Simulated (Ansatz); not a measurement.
## Sensitivity of the G0W0 gap of Bi2Te2Pb2S3 (P-3m1)

A base run on Bi2Te2Pb2S3 (P-3m1), then changed inputs.

Calculated with Ansatz 0.2.0; G0W0 on PBE, plane waves, PAW; PAW set soft_1.

## 1. The structure

The structure is trigonal, space group P-3m1 (No. 164). Conventional cell: a = 4.258 Å, b = 4.258 Å, c = 16.943 Å, α = 90.00°, β = 90.00°, γ = 120.00°. Nearest to Bi lie 3 S at 3.02 Å and 3 Te at 3.04 Å. Nearest to Te lie 3 Bi at 3.04 Å. Nearest to Pb lie 6 S at 2.99 to 3.00 Å. Nearest to S lie 3 Pb at 2.99 Å and 3 Bi at 3.02 Å. Nearest to S lie 6 Pb at 3.00 Å. Farther neighbours and most contacts between anions are not listed.

The cell and positions come from the Crystallography Open Database and are kept as given unless a step says otherwise. Spin-orbit coupling is left out unless a step names it.

## 2. The base run: 6×6×1 mesh, 604 empty bands, screening to 100 eV, PAW set soft_1 files

Now the one-shot GW correction: screening in the RPA, then the self-energy of the levels asked for. This step takes PAW set soft_1 files.

input.yaml reads:

```yaml
crystal:
  lattice:
    - [4.25788, 0.0, 0.0]
    - [-2.12894, 3.6874322463, 0.0]
    - [0.0, 0.0, 16.9431]
  atoms:
    - { symbol: Bi, position: [0.0, 0.0, 0.19477] }
    - { symbol: Bi, position: [0.0, 0.0, 0.80523] }
    - { symbol: Te, position: [0.3333333333, 0.6666666667, 0.9106] }
    - { symbol: Te, position: [0.6666666667, 0.3333333333, 0.0894] }
    - { symbol: Pb, position: [0.3333333333, 0.6666666667, 0.60123] }
    - { symbol: Pb, position: [0.6666666667, 0.3333333333, 0.39877] }
    - { symbol: S, position: [0.3333333333, 0.6666666667, 0.29817] }
    - { symbol: S, position: [0.6666666667, 0.3333333333, 0.70183] }
    - { symbol: S, position: [0.0, 0.0, 0.5] }
kpoints:
  mp_grid: { grid: [6, 6, 1] }
hamiltonian:
  xc: pbe
  pseudopotentials: { kind: paw, azcp: { folder: soft_1 } }
scf:
  occupations: { method: fixed }
gw:
  n_empty_bands: 604
  ecut_chi: 100
  qp_bands: [v3, c3]
  qp_kpoints: band_edges
  screening: { model: contour_deformation }
```

Launch:

```bash
$ ansatz run input.yaml --threads 2 --pin off --max-ram 92160MiB --backend cuda --events-out ev --progress --plain --runs-dir out --devices 1 --max-vram 13GiB
```

Numbers of over 12 decimals in the logs are rounded to 6 here.

The log of the run:

```text
GPUs: using 1 of 1 available (devices: 1).
Engine: ansatz 0.2.0, x86_64-unknown-linux-gnu
Pseudopotentials: kind: paw
Pseudopotential: Bi, paw, valence charge 15, recommended cutoff 420 eV (normal), soft_1/Bi.paw.azcp
Pseudopotential: Te, paw, valence charge 16, recommended cutoff 420 eV (normal), soft_1/Te.paw.azcp
Pseudopotential: Pb, paw, valence charge 14, recommended cutoff 420 eV (normal), soft_1/Pb.paw.azcp
Pseudopotential: S, paw, valence charge 6, recommended cutoff 420 eV (normal), soft_1/S.paw.azcp
Functional definition: PBE
  parameter kappa = 0.804
  parameter beta = 0.066725
  exchange = pbe_x(kappa = kappa, mu = beta*pi^2/3)
  correlation = pbe_c(beta = beta)
device memory: the entry about to start is reckoned to put 3.1 GiB on a device that reports 51.9 GiB free (of which the cap on the GPU budget leaves the run 13.0 GiB)
GPU FFT provider: cuFFT
GPU libraries: cuBLAS 13.8.2, cuFFT 12.4.0, cuSOLVER 12.3.4
Crystal: 9 atoms, lattice volume = 266.018 Å³
Basis set: ecut = 420 eV, 5175 PW (Γ)
Bands: 65, of which v1, the nominal top of the filled ones, is band 54 counted from 1 (53 counted from 0)
Symmetry: 12 space group operations
Space group: P-3m1 (ITA 164), of the structure as read, at distance tolerance 6.4e-5 Å
k-points: 7 of 36
Non-local potential: Bi, projectors of the file, l = 0: 2, l = 1: 2, l = 2: 2, l = 3: 1
Non-local potential: Te, projectors of the file, l = 0: 2, l = 1: 2, l = 2: 2, l = 3: 1
Non-local potential: Pb, projectors of the file, l = 0: 2, l = 1: 2, l = 2: 2, l = 3: 1
Non-local potential: S, projectors of the file, l = 0: 2, l = 1: 2, l = 2: 1
PAW form: soft (Blöchl's): semilocal exchange-correlation on the pseudo side does not see the compensation charge
PAW one-centre angular grid: Bi, 590 points (default); XC on 64 Gauss nodes
PAW one-centre angular grid: Te, 590 points (default); XC on 64 Gauss nodes
PAW one-centre angular grid: Pb, 590 points (default); XC on 64 Gauss nodes
PAW one-centre angular grid: S, 110 points (default); XC on 64 Gauss nodes
Initial density: superposition of atomic densities (chi_scale 0.1, normalization cell, long waves of neutral atoms (reshape's long-wave potential 3.62 eV rms, cloud 2.94 Å wide))
Initial wavefunctions: pseudopotential atomic-orbital guess
GPU buffer pool allocated for 108000 grid points (all kernels)
GPU transforms: local potential and band sums: pruned to the plane-wave sphere, on 30×30×120
Functional: x = pbe(κ = 0.804, μ = 0.219515), c = pbe(β = 0.066725)
SCF iter   1: F=—  HF=-65287.149958 eV  |F-HF|=—  |Δ(HF+E_count)|=         —  Δρ=2.48e-2  dr2=5.37e0  ethr=3.10e-3  ⟨swp⟩=5.0  Hψ=1543  notcnv=0  defer=47
preconditioner: auto → Resta (q_TF=auto, 2.348 Å⁻¹)  ε∞=3.8  [insulator: Δε(μ)=0.687 eV  Ē_g=11.320 eV  n_scr=66 (ndim 8)  ℏωp=18.8 eV  f_vac=0.003  ε∞_Penn≈3.8]
[...]
eigenvalues of the whole cell's RPA ε∞ on this k-mesh (on a slab, of 1 + 4πα/V) = 18.9576, 18.9576, 27.3277; static W/v taken at q = 0 is 0.043980
  bands read: the sum over 658 bands ends inside a degenerate multiplet in 1 slot, whose members it reads at an even weight; the widest, k=0: bands 658 to 659 (counted from 1) at 1/2 each
  gw.qp_kpoints: band_edges: 6 of 7 stored k-points solved, in 1 pass; an edge of the gap read off the rows below is read off those points alone
    valence top: of the k-points left out ik 5 came nearest to being solved in a further pass, in band 54 (counted from 1, as in the quasiparticle table): it holds the edge there only if its correction is more favourable than any solved in that band by at least 0.727 eV; those differ by 0.043 eV
    conduction bottom: of the k-points left out ik 5 came nearest to being solved in a further pass, in band 55 (counted from 1, as in the quasiparticle table): it holds the edge there only if its correction is more favourable than any solved in that band by at least 1.064 eV; those differ by 0.066 eV
  `?` marks the rows in doubt; gw_qp.tsv's column doubts and the gw_qp event give each row's grounds
    ik  band        ε_KS         Σx   Σc(E_QP)       V_xc       Z   E_QP_lin       E_QP  E_QP is
     0    52      7.5432   -15.6202     1.2033   -14.0908  0.7284     7.1903     7.2171  root ?
     0    53      7.5432   -15.6202     1.2033   -14.0908  0.7284     7.1903     7.2171  root ?
     0    54      8.3559   -15.9234     0.6358   -15.0559  0.7370     8.1179     8.1242  root
     0    55      8.7401    -8.7652    -3.1683   -11.9145  0.7608     8.7211     8.7210  root
     0    56      9.6481   -10.0393    -3.1429   -13.2007  0.7474     9.6667     9.6667  root
     0    57      9.8380    -9.5814    -3.2152   -12.8459  0.7487     9.8873     9.8872  root
     1    52      7.4214   -15.9397     1.3952   -14.2266  0.7229     7.0804     7.1035  root ?
     1    53      7.4605   -16.0613     1.3720   -14.4114  0.7206     7.1701     7.1825  root ?
     1    54      8.0129   -16.2017     0.9852   -14.9705  0.7293     7.7592     7.7670  root
     1    55      9.4974    -9.1526    -3.2898   -12.4637  0.7536     9.5186     9.5186  root
     1    56      9.8840    -9.9490    -3.2238   -13.2055  0.7439     9.9165     9.9165  root
     1    57     10.2505    -9.7585    -3.3913   -13.2236  0.7428    10.3246    10.3242  root
     2    52      7.1201   -16.0188     1.6133   -14.0848  0.7164     6.7752     6.7995  root ?
[...]
3    52      6.9255   -15.7687     1.6294   -13.8115  0.7150     6.5700     6.5978  root ?
     3    53      7.2004   -14.9982     1.0869   -13.6198  0.7263     6.8936     6.9089  root ?
[...]
4    52      7.2478   -16.6074     1.7641   -14.5498  0.7120     6.9386     6.9542  root ?
     4    53      7.7229   -16.1363     1.1904   -14.6691  0.7261     7.4339     7.4460  root ?
[...]
6    54      7.5559   -16.8522     1.5311   -15.0546  0.7187     7.2789     7.2894  root
     6    55     10.0384    -9.0749    -3.4552   -12.5756  0.7479    10.0839    10.0838  root
     6    56     10.0384    -9.0749    -3.4552   -12.5756  0.7479    10.0839    10.0838  root
     6    57     10.3823    -8.7934    -3.5925   -12.4488  0.7477    10.4455    10.4453  root
[key lines of the parts left out:]
SCF converged after 10 iterations
Free energy (F): -65286.060217 eV
Fermi energy:    8.355901 eV
```

Wall time 36 s (1 × NVIDIA H100 80GB HBM3 (shared by 6 runs) with 2 threads of AMD EPYC 7R13 (Zen 3), shared host); peak memory 2.1 GiB.

This step gave:

* bands summed: 658
* RPA ε∞ on this mesh (eigenvalues): 18.96, 18.96, 27.33
* plane waves in the screening matrix: 615
* q-points in the mesh: 36
* G0W0 gap on the mesh: 0.5968 eV
* k of the valence top: 0, 0, 0
* k of the conduction bottom: 0, 0, 0
* starting gap on the mesh: 0.3842 eV
* Z at the valence top: 0.7370
* Z at the conduction bottom: 0.7608
* least direct G0W0 gap on the computed points: 0.5968 eV

The gap on the mesh goes from 0.38 eV to 0.60 eV, a correction of +0.21 eV. Between the two edge states, bare exchange in place of the xc potential would open the gap by 4.02 eV, and correlation takes back 3.80 eV.

## 3. Variant: potentials

Other atomic data (norm-conserving) test the pseudisation: the cutoff goes from 420 to 1120 eV, with the same valence electrons.

This step: G0W0 on PBE, plane waves, norm-conserving pseudopotentials.

Edit input.yaml of step 2 so:

```diff
@@ -19,3 +19,3 @@
   xc: pbe
-  pseudopotentials: { kind: paw, azcp: { folder: soft_1 } }
+  pseudopotentials: { kind: nc }
 scf:
```

The log of the run:

```text
GPUs: using 1 of 1 available (devices: 1).
[...]
GPU FFT provider: cuFFT
GPU libraries: cuBLAS 13.8.2, cuFFT 12.4.0, cuSOLVER 12.3.4
Crystal: 9 atoms, lattice volume = 266.018 Å³
Basis set: ecut = 1120 eV, 22767 PW (Γ)
Bands: 65, of which v1, the nominal top of the filled ones, is band 54 counted from 1 (53 counted from 0)
[... 1 set-up line as in the run before ...]
[...]
k-points: 7 of 36
[...]
GPU buffer pool allocated for 442368 grid points (all kernels)
[...]
SCF iter   1: F=—  HF=-14860.865216 eV  |F-HF|=—  |Δ(HF+E_count)|=         —  Δρ=2.47e-2  dr2=5.53e0  ethr=3.10e-3  ⟨swp⟩=5.0  Hψ=1438  notcnv=0  defer=62
[...]
SCF iter  10: F=-14859.765359 eV  HF=-14859.765359 eV  |F-HF|=7.12e-8  |Δ(HF+E_count)|=   5.99e-7  Δρ=5.41e-6  dr2=8.53e-8  ethr=9.26e-11  ⟨swp⟩=12.0  Hψ=2125  notcnv=0
SCF 1 converged in 10 iterations: F = -14859.765359 eV  dr2 = 8.53e-8
[...]
1    54      8.1811   -16.1750     0.9903   -14.9588  0.7280     7.9487     7.9553  root
     1    55      9.6557    -9.1656    -3.2780   -12.4787  0.7521     9.6908     9.6907  root
     1    56     10.0440    -9.9655    -3.2117   -13.2250  0.7424    10.0919    10.0919  root
[...]
2    52      7.2869   -16.0057     1.6213   -14.0787  0.7150     6.9592     6.9811  root ?
[...]
3    52      7.0921   -15.7523     1.6367   -13.8024  0.7139     6.7537     6.7789  root ?
     3    53      7.3686   -14.9750     1.0909   -13.6090  0.7250     7.0799     7.0935  root ?
[...]
4    52      7.4157   -16.5921     1.7702   -14.5439  0.7108     7.1236     7.1376  root ?
[...]
6    54      7.7223   -16.8325     1.5375   -15.0469  0.7174     7.4651     7.4742  root
     6    55     10.1967    -9.0864    -3.4445   -12.5909  0.7465    10.2568    10.2567  root
     6    56     10.1967    -9.0864    -3.4445   -12.5909  0.7465    10.2568    10.2567  root
     6    57     10.5397    -8.8079    -3.5818   -12.4679  0.7462    10.6183    10.6179  root
[key lines of the parts left out:]
SCF converged after 10 iterations
Free energy (F): -14859.765359 eV
Fermi energy:    8.524435 eV
```

Elapsed: 69 s, on 1 × NVIDIA H100 80GB HBM3 (shared by 6 runs) with 2 threads; peak memory 3.7 GiB.

The G0W0 gap on the mesh is 0.575 eV.

Against the base:

| setting | base | variant |
| --- | --- | --- |
| files | PAW set soft_1 | norm-conserving |

```csv
quantity,variant,base
starting gap on the mesh,0.374,0.384
G0W0 gap on the mesh,0.575,0.597
least direct G0W0 gap on the computed points,0.575,0.597
Z at the valence top,0.736,0.737
Z at the conduction bottom,0.759,0.761
```

## 4. Variant: potentials

This step: G0W0 on PBE, plane waves, PAW.

Edit input.yaml of step 3 so:

```diff
@@ -19,3 +19,3 @@
   xc: pbe
-  pseudopotentials: { kind: nc }
+  pseudopotentials: { kind: paw, source: ansatz }
 scf:
```

The log of the run:

```text
GPUs: using 1 of 1 available (devices: 1).
[...]
GPU FFT provider: cuFFT
GPU libraries: cuBLAS 13.8.2, cuFFT 12.4.0, cuSOLVER 12.3.4
Crystal: 9 atoms, lattice volume = 266.018 Å³
Basis set: ecut = 640 eV, 9759 PW (Γ)
Bands: 84, of which v1, the nominal top of the filled ones, is band 70 counted from 1 (69 counted from 0)
[... 1 set-up line as in the run before ...]
[...]
k-points: 7 of 36
[...]
GPU buffer pool allocated for 256000 grid points (all kernels)
[...]
SCF iter   1: F=—  HF=-79409.040358 eV  |F-HF|=—  |Δ(HF+E_count)|=         —  Δρ=2.82e-2  dr2=7.39e0  ethr=3.10e-3  ⟨swp⟩=5.6  Hψ=1813  notcnv=0  defer=72
[...]
SCF iter  11: F=-79407.571976 eV  HF=-79407.571976 eV  |F-HF|=1.23e-8  |Δ(HF+E_count)|=   1.38e-7  Δρ=1.38e-6  dr2=1.05e-8  ethr=7.14e-11  ⟨swp⟩=15.0  Hψ=3162  notcnv=0
SCF 1 converged in 11 iterations: F = -79407.571976 eV  dr2 = 1.05e-8
[...]
1    71     10.5028    -9.1528    -3.2994   -12.4617  0.7534    10.5123    10.5123  root
     1    72     10.8891    -9.9485    -3.2294   -13.2028  0.7437    10.9141    10.9141  root
     1    73     11.2570    -9.7522    -3.4052   -13.2162  0.7426    11.3160    11.3158  root
     2    68      8.1241   -16.0143     1.6148   -14.0794  0.7162     7.7782     7.8039  root ?
[...]
3    68      7.9296   -15.7653     1.6298   -13.8071  0.7149     7.5710     7.6012  root ?
     3    69      8.2054   -14.9949     1.0877   -13.6162  0.7262     7.8984     7.9144  root ?
[...]
4    68      8.2516   -16.6044     1.7691   -14.5460  0.7119     7.9469     7.9623  root ?
     4    69      8.7278   -16.1312     1.1929   -14.6633  0.7259     8.4404     8.4528  root ?
[...]
6    70      8.5607   -16.8446     1.5389   -15.0481  0.7186     8.2935     8.3032  root
     6    71     11.0442    -9.0729    -3.4657   -12.5712  0.7478    11.0767    11.0766  root
     6    72     11.0442    -9.0729    -3.4657   -12.5712  0.7478    11.0767    11.0766  root
     6    73     11.3883    -8.7913    -3.6036   -12.4449  0.7475    11.4384    11.4382  root
[key lines of the parts left out:]
SCF converged after 11 iterations
Free energy (F): -79407.571976 eV
Fermi energy:    9.362232 eV
```

The job ended after 52 s (1 × NVIDIA H100 80GB HBM3 (shared by 6 runs) with 2 threads; peak memory 2.7 GiB).

The G0W0 gap on the mesh is 0.578 eV.

Against the base:

```csv
setting,base,variant
files,PAW set soft_1,hard PAW
```

```
                                    quantity  variant   base
                    starting gap on the mesh    0.383  0.384
                        G0W0 gap on the mesh    0.578  0.597
least direct G0W0 gap on the computed points    0.578  0.597
                        Z at the valence top    0.737  0.737
                  Z at the conduction bottom    0.761  0.761
```

## 5. Variant: frequency model

A plasmon pole stands in for the full frequency dependence of the screening; this run shows what that costs in accuracy.

This step: G0W0 on PBE, plane waves, PAW; PAW set soft_1.

Edit input.yaml of step 4 so:

```diff
@@ -19,3 +19,3 @@
   xc: pbe
-  pseudopotentials: { kind: paw, source: ansatz }
+  pseudopotentials: { kind: paw, azcp: { folder: soft_1 } }
 scf:
@@ -27,2 +27,2 @@
   qp_kpoints: band_edges
-  screening: { model: contour_deformation }
+  screening: { model: godby_needs }
```

The log of the run:

```text
GPUs: using 1 of 1 available (devices: 1).
[...]
GPU FFT provider: cuFFT
GPU libraries: cuBLAS 13.8.2, cuFFT 12.4.0, cuSOLVER 12.3.4
Crystal: 9 atoms, lattice volume = 266.018 Å³
Basis set: ecut = 420 eV, 5175 PW (Γ)
Bands: 65, of which v1, the nominal top of the filled ones, is band 54 counted from 1 (53 counted from 0)
[... 1 set-up line as in the run before ...]
[...]
k-points: 7 of 36
[...]
GPU buffer pool allocated for 108000 grid points (all kernels)
[...]
SCF iter   1: F=—  HF=-65287.149958 eV  |F-HF|=—  |Δ(HF+E_count)|=         —  Δρ=2.48e-2  dr2=5.37e0  ethr=3.10e-3  ⟨swp⟩=5.0  Hψ=1543  notcnv=0  defer=47
[...]
SCF iter  10: F=-65286.060217 eV  HF=-65286.060217 eV  |F-HF|=2.94e-8  |Δ(HF+E_count)|=   8.47e-7  Δρ=2.85e-6  dr2=3.75e-8  ethr=9.26e-11  ⟨swp⟩=12.3  Hψ=2163  notcnv=0
SCF 1 converged in 10 iterations: F = -65286.060217 eV  dr2 = 3.75e-8
[...]
0    52      7.5432   -15.6202     1.1515   -14.0908  0.7810     7.1645     7.1653  root
     0    53      7.5432   -15.6202     1.1515   -14.0908  0.7810     7.1645     7.1653  root
     0    54      8.3559   -15.9234     0.6503   -15.0559  0.7837     8.1385     8.1387  root
     0    55      8.7401    -8.7652    -3.1585   -11.9145  0.7996     8.7309     8.7309  root
     0    56      9.6481   -10.0393    -3.1077   -13.2007  0.7912     9.7018     9.7018  root
     0    57      9.8380    -9.5814    -3.2165   -12.8459  0.7958     9.8860     9.8859  root
     1    52      7.4214   -15.9397     1.3486   -14.2266  0.7758     7.0561     7.0569  root
     1    53      7.4605   -16.0613     1.3460   -14.4114  0.7741     7.1559     7.1565  root
[...]
6    54      7.5559   -16.8522     1.5245   -15.0546  0.7692     7.2823     7.2828  root
     6    55     10.0384    -9.0749    -3.4617   -12.5756  0.7962    10.0774    10.0774  root
     6    56     10.0384    -9.0749    -3.4617   -12.5756  0.7962    10.0774    10.0774  root
     6    57     10.3823    -8.7934    -3.5962   -12.4488  0.7975    10.4415    10.4415  root
[key lines of the parts left out:]
SCF converged after 10 iterations
Free energy (F): -65286.060217 eV
Fermi energy:    8.355901 eV
```

The job ended after 38 s (1 × NVIDIA H100 80GB HBM3 (shared by 6 runs) with 2 threads; peak memory 2.8 GiB; 55 s of CPU time).

The G0W0 gap on the mesh is 0.592 eV.

Against the base:

```csv
setting,base,variant
frequency model,contour deformation,plasmon pole
```

```csv
quantity,variant,base
starting gap on the mesh,0.384,0.384
G0W0 gap on the mesh,0.592,0.597
least direct G0W0 gap on the computed points,0.592,0.597
Z at the valence top,0.784,0.737
Z at the conduction bottom,0.800,0.761
```

## 6. Summary of results

* base: 0.60 eV, 36 s
* potentials: 0.58 eV, 69 s
* potentials: 0.58 eV, 52 s
* frequency model: 0.59 eV, 38 s

Potentials: the gap moves by −0.02 eV (the plane-wave cutoff goes from 420 to 1120 eV). Potentials: the gap moves by −0.02 eV (the plane-wave cutoff goes from 420 to 640 eV). Frequency model: the gap moves by −0.005 eV. All runs here use a coarse mesh and modest cutoffs; they test settings and are not final values. The 6×6×1 mesh is coarse for this cell (its supercell is 17 Å along the shortest edge). The RPA ε∞ on it, from the PBE start, is 18.96 and 27.33; such meshes misread the long-range screening, most where the gap is narrow. Where an edge is built on 6p states of lead, bismuth or thallium, scalar-relativistic gaps usually stand too wide, by a few tenths to over one eV. With atoms this heavy and so narrow a gap, spin-orbit coupling can invert the bands. These scalar-relativistic gaps are then model values, not to be set against experiment, and a spin-orbit change taken from DFT can't simply be added.

[Paths, hosts, dates, memory and timing lines, banners, echoed tables and standing remarks are left out of the program output.]

[Logs are printed without paths, hosts, clocks, repeated set-up lines and the standing remarks that a program may print on its own settings, such as how far it seeks lower states.]

[Runs of the session that timed out or met a known fault of the program may be left out.]

[Cells called generated may have been cut or substituted from an entry of the Crystallography Open Database or the Materials Project.]

[Hosts, paths, dates, database ids (printed as entryN), source tags and the programs' standing remarks are cut or masked in the printed files.]
